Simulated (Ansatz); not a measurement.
# How fast states decay through CsLiHfO3, part 3 of 3

A new crystal, CsLiHfO3: structure, gap and complex bands. It is built by putting Cs for part of the Li in the Li2HfO3 structure of space group C2/m, with the volume rescaled by atomic radii. The parent structure comes from the Materials Project.

Ansatz 0.2.0; PBEsol DFT, plane waves, PAW files (the session's first sound run).

So far, gap on path (eV): step 3 (band edges) 3.55.

The structure was built from a prototype and need not be the compound's stable phase.

## 6. Decaying states in the gap, plane (100), k-mesh 8×6×6

Level of this step: PBEsol DFT, plane waves, PAW files; complex bands by layer matching along the plane's normal (Ansatz).

The same for the (100) plane, at (0, 0), (0, -0.5) and (0.5, 0), to see how the decay depends on direction.

The input, input.yaml:

```yaml
crystal:
  lattice:
    - [3.268673181, 0.0, 0.0]
    - [0.0, 4.112292948, 0.0]
    - [-0.012091746, 2.056146474, 6.913819048]
  atoms:
    - { symbol: Li, position: [0.4164113489, 0.6027701601, 0.7944596798] }
    - { symbol: Cs, position: [0.9156448376, 0.3043281324, 0.3913437352] }
    - { symbol: Hf, position: [0.9171678821, 0.01789138, 0.96421724] }
    - { symbol: O, position: [0.4176174928, 0.9213064819, 0.1573870362] }
    - { symbol: O, position: [0.9168892498, 0.535030552, 0.929938896] }
    - { symbol: O, position: [0.4162691888, 0.1186732936, 0.7626534128] }
kpoints:
  mp_grid: { grid: [8, 6, 6] }
scf:
  occupations: { method: fixed }
hamiltonian:
  xc: pbesol
output:
  eigenvalues: true
  transmission:
    leads: [[0, 0]]
    kpoints: [[0.0, 0.0], [0.0, -0.5], [0.5, 0.0]]
    e_range: [-1.0, 4.55]
    de: 0.11
```

Started as:

```
> ansatz run input.yaml --threads 2 --pin off --max-ram 4096MiB --backend cpu --events-out ev --progress --plain --runs-dir out
```

Numbers of over 12 decimals in the logs are rounded to 6 here.

The program printed:

```text
[...]
Crystal: 6 atoms, lattice volume = 92.934 Å³
Basis set: ecut = 420 eV, 1831 PW (Γ)
Bands: 34, of which v1, the nominal top of the filled ones, is band 28 counted from 1 (27 counted from 0)
Symmetry: 2 space group operations
[...]
k-points: 89 of 288 (time reversal used)
[...]
SCF iter   1: F=—  HF=-23077.447778 eV  |F-HF|=—  |Δ(HF+E_count)|=         —  Δρ=1.39e-2  dr2=1.57e-1  ethr=1.77e-3  ⟨swp⟩=4.5  Hψ=10243  notcnv=0  defer=315
[...]
SCF iter   9: F=-23077.410607 eV  HF=-23077.410607 eV  |F-HF|=1.06e-8  |Δ(HF+E_count)|=   2.71e-7  Δρ=3.98e-6  dr2=2.27e-8  ethr=1.79e-10  ⟨swp⟩=8.8  Hψ=10604  notcnv=0
SCF 1 converged in 9 iterations: F = -23077.410607 eV  dr2 = 2.27e-8
[...]
transmission: 9 of 27 steps passed
transmission: 18 of 27 steps passed
transmission: 27 of 27 steps passed
SCF converged after 9 iterations
Free energy (F): -23077.410607 eV
[...]
Internal energy: -23077.410607 eV  (E = F + TS)
E sigma→0 (E₀):  -23077.410607 eV
Fermi energy:    8.241342 eV
[...]
--- Band table (eV; the first three rows and the last of 89) ---
  k-point 0: bands = [... 24 lower, 7.1535, 7.9049, 7.9927, 8.0403, 11.7918, 12.3266, 13.6939, 13.8869, ... 2 higher]
  k-point 1: bands = [... 24 lower, 7.1400, 7.8099, 8.0037, 8.0230, 11.9230, 12.4066, 13.6935, 13.8305, ... 2 higher]
  k-point 2: bands = [... 24 lower, 7.1139, 7.6473, 7.9887, 8.0245, 12.1523, 12.6057, 13.6929, 13.7101, ... 2 higher]
  k-point 88: bands = [... 24 lower, 6.7889, 7.0433, 7.3373, 8.0326, 12.6681, 14.2366, 14.3990, 14.8584, ... 2 higher]
--- Transmission ---
  basis      : 115 plane waves across, 9 finite elements along
  points     : 3, as listed
[...]
crystal 0  : Cs1O3Li1Hf1, at the sites [0, 0], period 6.9138 Å: whole cells are its period
[...]
channels       : 0.000000e0 a spin
[...]
slowest decay  : 0.3368 /Å at (0.0000, 0.0000)
```

It took 26 s on 2 threads of Arm Neoverse V1, shared host; peak memory 0.5 GiB; 51 s of CPU time.

This step gave:

| Property | Result |
| --- | --- |
| decay constant at the filling level, zone centre | 0.3368 Å⁻¹ |
| decay constant at the filling level, slowest listed point | 0.3368 Å⁻¹ |

K parallel (0, 0); values up to 1.5 1/Å, a degenerate pair printed once or twice; energies at which all values exceed this have no row. Im kz of the slowest decaying states against energy, zero at the highest filled level on the SCF mesh:

```
energy (eV)  decay 1 (Å⁻¹)  decay 2 (Å⁻¹)  decay 3 (Å⁻¹)  decay 4 (Å⁻¹)
    -1.0000          0.294          0.302          0.794          0.801
    -0.7800          0.225          0.332          0.407          0.541
    -0.4500          0.367          0.387          0.448          0.943
    -0.2300          0.142          0.482          0.920           1.24
    -0.0100          0.224          0.371          0.493          0.507
     0.2100          0.267          0.471          0.525          0.650
     0.5400          0.306          0.544          0.553          0.834
     0.7600          0.321          0.553          0.590          0.808
     0.9800          0.331          0.560          0.619          0.782
     1.2000          0.337          0.563          0.644          0.754
     1.5300          0.340          0.565          0.673          0.711
     1.7500          0.337          0.563          0.682          0.689
     1.9700          0.331          0.559          0.650          0.702
     2.3000          0.315          0.549          0.601          0.719
     2.5200          0.300          0.540          0.565          0.729
     2.7400          0.279          0.528          0.528          0.736
     2.9600          0.251          0.487          0.513          0.743
     3.2900          0.182          0.416          0.483          0.751
     3.5100         0.0775          0.360          0.458          0.754
     3.7300          0.290          0.426          0.757          0.776
     3.9500          0.186          0.380          0.759          0.763
     4.2800          0.278          0.743          0.760          0.993
     4.5000          0.294          0.729          0.760          0.969
```

K parallel (0, -0.5); values up to 1.5 1/Å, a degenerate pair printed once or twice; energies at which all values exceed this have no row. The Im kz of the slowest decaying states by energy, zero at the highest filled level on the SCF mesh:

```
energy (eV)  decay 1 (Å⁻¹)  decay 2 (Å⁻¹)  decay 3 (Å⁻¹)  decay 4 (Å⁻¹)
    -1.0000          0.225          0.751           1.13           1.41
    -0.7800          0.252          0.723           1.09           1.40
    -0.4500          0.225          0.672           1.03           1.38
    -0.2300         0.0287          0.770          0.986           1.36
    -0.0100          0.815          0.941           1.34              -
     0.2100          0.373          0.845          0.901           1.33
     0.5400          0.507          0.871          0.875           1.29
     0.7600          0.542          0.877          0.889           1.27
     0.9800          0.555          0.897          0.900           1.24
     1.2000          0.559          0.908          0.925           1.20
     1.5300          0.557          0.917           1.03           1.08
     1.7500          0.553          0.921           1.05              -
     1.9700          0.546          0.924          0.965           1.11
     2.3000          0.530          0.887          0.925           1.16
     2.5200          0.514          0.856          0.925           1.17
     2.7400          0.494          0.830          0.924           1.17
     2.9600          0.469          0.807          0.922           1.17
     3.2900          0.419          0.779          0.917           1.17
     3.5100          0.374          0.762          0.913           1.17
     3.7300          0.315          0.746          0.908           1.16
     3.9500          0.219          0.730          0.902           1.15
     4.2800          0.176          0.706          0.893           1.14
     4.5000          0.183          0.689          0.886           1.13
```

K parallel (0.5, 0); values up to 1.5 1/Å, a degenerate pair printed once or twice; energies at which all values exceed this have no row. Table of Im kz of the slowest decaying states by energy, zero at the highest filled level on the SCF mesh:

```
energy (eV)  decay 1 (Å⁻¹)  decay 2 (Å⁻¹)  decay 3 (Å⁻¹)  decay 4 (Å⁻¹)
      -1.00          0.292          0.359          0.477          0.869
      -0.78          0.295          0.313          0.418          0.899
      -0.45          0.353          0.377          0.452          0.500
      -0.12          0.483          0.491          0.497          0.576
      -0.01          0.491          0.515          0.525          0.593
       0.10          0.499          0.535          0.549          0.607
       0.32          0.513          0.565          0.589          0.629
       0.65          0.528          0.596          0.633          0.651
       0.98          0.539          0.617          0.663          0.663
       1.20          0.544          0.627          0.666          0.677
       1.42          0.547          0.634          0.667          0.687
       1.75          0.548          0.641          0.663          0.696
       2.08          0.546          0.644          0.654          0.697
       2.30          0.543          0.644          0.645          0.678
       2.52          0.538          0.634          0.642          0.651
       2.85          0.528          0.606          0.613          0.637
       3.18          0.514          0.553          0.586          0.629
       3.40          0.502          0.512          0.564          0.621
       3.62          0.464          0.488          0.539          0.611
       3.95          0.365          0.462          0.493          0.592
       4.28          0.147          0.429          0.431          0.556
       4.50          0.376          0.402          0.522          0.548
```

At the listed wavevectors the last open channel is at -0.01 eV and the next at +3.62 eV on the grid. At +1.75 eV, the grid energy nearest the filling level (the middle of the gap on the SCF mesh), the slowest state at the listed wavevectors decays with κ = 0.337 Å⁻¹, its amplitude falling by e over 3.0 Å; the first such run, plane (010), gave 0.312 Å⁻¹.

## 7. Band edges at another level

This step: PBEsol DFT, plane waves, JTH PAW files (Ansatz 0.2.0).

The edges again with JTH files, at the same atoms.

The input, input.yaml:

```yaml
crystal:
  lattice:
    - [6.8683012984, -2.0561464741, 0.792134653]
    - [6.8683012984, 2.0561464741, 0.792134653]
    - [-0.3801784507, 0.0, 3.2464886739]
  atoms:
    - { symbol: Li, position: [0.3972298399, 0.3972298399, 0.4164113489] }
    - { symbol: Cs, position: [0.6956718676, 0.6956718676, 0.9156448376] }
    - { symbol: Hf, position: [-0.01789138, -0.01789138, -0.0828321179] }
    - { symbol: O, position: [0.0786935181, 0.0786935181, 0.4176174928] }
    - { symbol: O, position: [0.464969448, 0.464969448, -0.0831107502] }
    - { symbol: O, position: [0.8813267064, 0.8813267064, 0.4162691888] }
kpoints:
  mp_grid: { grid: [6, 6, 8] }
  band_path: { path: [VBM, CBM], npoints: 30 }
scf:
  occupations: { method: fixed }
hamiltonian:
  xc: pbesol
  pseudopotentials: { kind: paw, source: jth }
output:
  eigenvalues: true
```

The program printed:

```text
Error: inconsistent input (hamiltonian.pseudopotentials.source, hamiltonian.xc, hamiltonian.pseudopotentials.xc_functional): this build's library has no table of `source: jth` for `kind: paw` and the PBEsol files: it has one for `kind: paw` and the PBE files, or for `kind: paw` and the LDA files. Leave `source` out
```

It took 0.02 s on 2 threads; peak memory 0.031 GiB.

The program refused the input before any cycle.

The program's message: “Error: inconsistent input (hamiltonian.pseudopotentials.source, hamiltonian.xc, hamiltonian.pseudopotentials.xc_functional): this build's library has no table of `source: jth` for `kind: paw` and the …”

## 8. Results

| Quantity | Value |
| --- | --- |
| band gap | 3.55 eV |
| least decay constant at mid-gap, normal to (010) | 0.312 Å⁻¹ |
| least decay constant at mid-gap, normal to (100) | 0.337 Å⁻¹ |
| least decay constant on a mesh, normal to (010) | 0.312 Å⁻¹ |

With PBEsol, the slowest decay at the wavevectors tried is κ = 0.312 Å⁻¹, normal to (010). Through such a film the transmission near mid-gap falls as exp(−2κd), a factor of ten every 3.7 Å. The directions tried decay at nearly the same rate. A free electron under a barrier of half the gap would need a mass of 0.21 mₑ to decay at this rate. The compound is made up by substitution; its stability against other phases and against distortions of the cell's symmetry was not tested. A semilocal functional narrows gaps, so real decay constants are likely larger.

[Logs are printed without paths, hosts, clocks, repeated set-up lines and the standing remarks that a program may print on its own settings, such as how far it seeks lower states.]

[Hosts, paths, dates, database ids (printed as entryN), source tags and the programs' standing remarks are cut or masked in the printed files.]
